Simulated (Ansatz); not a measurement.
# A frame of liquid (K,Li)2CO3 from 900 K (108 atoms): geometry optimisation, part 4 of 4

How does a frame of liquid (K,Li)2CO3 from 900 K (108 atoms) relax, and what do bonds, charges and levels look like afterwards?

Ansatz 0.2.0; Kohn-Sham DFT, PBE, PAW (set soft_2), plane waves.

The cell: 18 C, 54 O, 14 K and 22 Li. The network of bonds at the start is that of the classical potential that made the cell. Only the Γ point is sampled, in a cell whose shortest periodic width is 12 Å.

So far, density (g/cm³): step 4 (distances and neighbours after relaxation) 1.94.

### Step 5. Single point at the relaxed geometry (continued)

Valence density in the ab plane at fractional z = 0.222, with atoms of O and C and K and Li within 0.2 Å of it. It is the smooth field of the valence electrons, not physical close to the nuclei.

Values in e/Å³, 13 rows by 16 columns, each cell a mean:
```
0.2 0.3 0.4 0.1 0.0 0.0 0.3 2.5 3.0 0.3 0.1 0.1 0.2 0.1 0.1 0.3
0.2 0.2 0.1 0.0 0.0 0.1 0.7 1.7 0.7 0.1 0.0 0.3 0.4 0.1 0.1 0.3
0.1 0.1 0.1 0.2 0.3 0.2 0.5 1.3 0.6 0.1 0.0 0.1 0.1 0.0 0.1 0.1
0.8 0.1 0.0 1.9 2.6 0.0 0.1 0.3 0.2 0.1 0.0 0.0 0.0 0.0 0.8 2.2
0.8 0.0 0.0 0.2 0.2 0.1 0.0 0.3 3.8 0.3 0.1 0.0 0.0 0.1 0.7 2.2
0.1 0.0 0.1 0.6 1.0 0.5 0.9 0.5 0.7 0.1 0.1 0.1 0.0 0.0 0.1 0.2
1.9 0.1 0.1 0.5 1.6 1.8 3.9 1.5 0.1 0.0 0.0 0.5 0.2 0.0 0.3 2.9
2.0 0.2 0.2 2.9 3.5 0.6 0.5 0.3 0.0 0.0 0.0 0.1 0.7 1.3 0.9 3.2
0.2 0.0 0.1 1.2 1.4 0.2 0.0 0.1 0.4 0.2 0.0 0.1 2.4 4.5 1.2 0.7
0.1 0.0 0.0 0.0 0.2 0.3 0.1 0.4 4.0 2.6 0.2 0.0 0.3 0.4 0.2 0.1
0.0 0.0 0.0 0.1 1.8 3.2 0.8 0.2 1.3 0.9 0.1 0.0 0.0 0.1 0.4 0.3
0.1 0.0 0.1 0.1 1.2 2.3 0.6 0.0 0.0 0.0 0.1 0.1 0.1 0.3 1.8 1.2
0.1 0.3 0.6 0.2 0.1 0.1 0.1 0.6 0.7 0.3 1.3 0.1 0.1 0.1 0.4 0.3
```
Columns run along a (11.5 Å), rows up along b (11.5 Å). Atoms in or near the plane, at fractional coordinates: O at (0.54, 0.25), C at (0.45, 0.86), C at (0.30, 0.49), O at (0.24, 0.39), O at (0.82, 0.35), O at (0.98, 0.45), K at (0.32, 0.16), Li at (0.25, 0.73), Li at (0.52, 0.63).

Mean Löwdin charges: C +0.65, K +0.86, Li +0.77, O -0.66 e (they miss 0.86 % of the electrons, so they add up to more than the cell's charge).

The surroundings of O36, which has 6 bonded neighbours where the commonest count for O is 4, nearest first, numbered as they follow in the input and with coordinates relative to it.

| atom | x | y | z | distance (Å) | bonds | Löwdin charge (e) |
| --- | --- | --- | --- | --- | --- | --- |
| O36 | 0.00 | 0.00 | 0.00 | 0.00 | 6 | -0.62 |
| C33 | -1.21 | -0.30 | 0.28 | 1.28 | 3 | 0.64 |
| Li101 | 0.34 | 1.10 | -1.62 | 1.99 | 4 | 0.76 |
| O34 | -2.02 | -0.80 | -0.61 | 2.26 | 4 | -0.66 |
| O35 | -1.68 | -0.19 | 1.51 | 2.26 | 6 | -0.68 |
| K85 | 0.21 | -2.39 | -1.61 | 2.88 | 5 | 0.87 |
| K73 | 0.22 | 2.34 | 1.76 | 2.93 | 9 | 0.84 |
| O44 | 1.18 | 2.61 | -0.71 | 2.95 | 5 | -0.66 |
| O27 | 1.51 | -0.23 | -2.53 | 2.96 | 4 | -0.66 |
| K86 | 3.05 | 0.56 | -0.57 | 3.16 | 6 | 0.86 |

The column of bonds counts only the pairs O-Li within 2.58 Å, O-C within 1.73 Å, O-K within 3.43 Å; other neighbours, such as metal atoms beside each other in a compound, aren't counted, and periodic images can show an atom twice.

### Step 6. Other settings

Changed here: scf.n_extra_bands = 2, scf.occupations.method = "fermi_dirac" and scf.occupations.width = 0.001.

Contents of input.yaml:

```yaml
crystal:
  lattice:
    - [11.50726, 0.0, 0.0]
    - [0.0, 11.50726, 0.0]
    - [0.0, 0.0, 11.50726]
  atoms:
    [... the 108 atom lines of step 2 ...]
kpoints:
  mp_grid: { grid: [1, 1, 1] }
hamiltonian:
  xc: pbe
scf:
  occupations: { method: fermi_dirac, width: 0.001 }
  n_extra_bands: 2
output:
  forces: true
  stress: true
  populations: true
  dos:
    method: { smearing: { sigma: 0.1 } }
    de: 0.1
    projected: { site_lists: { C: [C], K: [K], Li: [Li], O: [O] } }
  eigenvalues: true
```

Run with:

```bash
> ansatz run input.yaml --threads 4 --pin off --max-ram 8192MiB --backend cpu --events-out ev --progress --plain --runs-dir out
```

Numbers of over 12 decimals in the logs are rounded to 6 here.

Output:

```text
[...]
Crystal: 108 atoms, lattice volume = 1523.757 Å³
Basis set: ecut = 420 eV, 29711 PW (Γ), exchange–correlation on 160×160×160 points (8 copies of the dense FFT grid, shifted against one another)
Bands: 296, of which v1, the nominal top of the filled ones, is band 294 counted from 1 (293 counted from 0)
Symmetry: 1 space group operations
[...]
k-points: 1
[...]
SCF iter   1: F=—  HF=-61231.042280 eV  |F-HF|=—  |Δ(HF+E_count)|=         —  Δρ=2.90e-3  dr2=2.12e-1  ethr=1.77e-3  ⟨swp⟩=7.0  Hψ=1485  notcnv=0
[...]
SCF iter  10: F=—  HF=-61231.017400 eV  |F-HF|=—  |Δ(HF+E_count)|=   3.06e-7  Δρ=2.93e-6  dr2=1.29e-7  ethr=1.70e-11  ⟨swp⟩=5.0  Hψ=1292  notcnv=0
SCF iter  11: F=-61231.017400 eV  HF=-61231.017400 eV  |F-HF|=1.56e-9  |Δ(HF+E_count)|=   4.07e-9  Δρ=1.20e-6  dr2=2.29e-8  ethr=1.70e-11  ⟨swp⟩=4.0  Hψ=1011  notcnv=0
SCF 1 converged in 11 iterations: F = -61231.017400 eV  dr2 = 2.29e-8
[...]
SCF converged after 11 iterations
Free energy (F): -61231.017400 eV
[...]
Internal energy: -61231.017400 eV  (E = F + TS)
E sigma→0 (E₀):  -61231.017400 eV
Fermi energy:    4.427031 eV
[...]
Σ components = -61231.017400   (vs F -61231.017400, Δ=0.00e0)
--- Forces (eV/Å), atoms counted from 1 ---
  atom   1  C     -0.08589629     0.63086118     6.24988386
  atom   2  O     -1.15008082     0.32843987    -2.27195878
  atom   3  O      0.77828465    -0.14036996    -1.06389261
  atom   4  O      0.20808223     0.25809296    -2.51143333
[...]
atom 108  Li    -0.13152816    -0.42664434     0.24714085
  max |Σ_I F_I| component: 1.13e-4 eV/Å
--- Stress (GPa, compression-positive) ---
        4.850001       0.627536       0.650876
        0.627539       6.223532      -0.763991
        0.650876      -0.763992       5.063211
  P = ⅓ Tr σ = 5.3789 GPa (53.789 kbar)
--- Band table (eV) ---
[...]
--- Löwdin populations: 108 sites ---
  site symbol       q [e]
     0      C      3.4004
     1      O      6.6596
     2      O      6.6166
[...]
107     Li      2.2245
  spilling = 0.009186 (of n_electrons = 588.000000)
```

Wall time 9.3 s (4 threads of Intel Xeon 6975P-C (Granite Rapids), shared host); peak memory 1.9 GiB; 35 s of CPU time.

Geometry and reference: those of the single point at the start.

Forces differ from those of the single point at the start by 0.019 meV/Å r.m.s., 9.0e-4 % of their size. It took 0.92 times the reference's time (shared host, so rough).

### Step 7. Results

```json
{
 "energy change in the relaxation": "-210 meV/atom",
 "r.m.s. displacement": "0.923 Å",
 "largest displacement": "2.672 Å",
 "free energy per atom": "-567.1638 eV/atom",
 "pressure": "-0.1283 GPa",
 "r.m.s. force component": "0.00555 eV/Å",
 "gap (highest filled to lowest empty level)": "3.632 eV",
 "wall time of the 4 DFT runs": "5.4 min"
}
```

Relaxation lowers the energy by 210 meV/atom and moves atoms by 0.92 Å r.m.s.; the r.m.s. force component goes from 2.2 to 0.0056 eV/Å, the pressure goes from 5.4 to -0.13 GPa, and the gap from 2.52 to 3.63 eV. By the final cutoffs 50 of 249 bonded pairs parted and 39 joined. From the first step to the last the energy fell by 22.678 eV, and the largest move was 2.67 Å (K81). The O-Li bonds change most in mean length: from 2.167 Å (spread 0.201) to 2.018 Å (spread 0.127), and their number from 99 to 92. Counting bonds as in the table, all C atoms have 3, 36 % of K atoms have 7, 73 % of Li atoms have 4 and 63 % of O atoms have 4 bonded neighbours. Between filled and empty levels lie 3.63 eV (at Γ alone); a semilocal functional tends to put such gaps too low. In a disordered cell it changes from sample to sample and from frame to frame.

**Limits.** The network of bonds at the start is that of the classical potential that made the cell; in DFT 50 of its 249 bonded pairs passed out of the cutoffs and 39 came within them.

[Logs are printed without paths, hosts, clocks, repeated set-up lines and the standing remarks that a program may print on its own settings, such as how far it seeks lower states.]

[Hosts, paths, dates, database ids (printed as entryN), source tags and the programs' standing remarks are cut or masked in the printed files.]
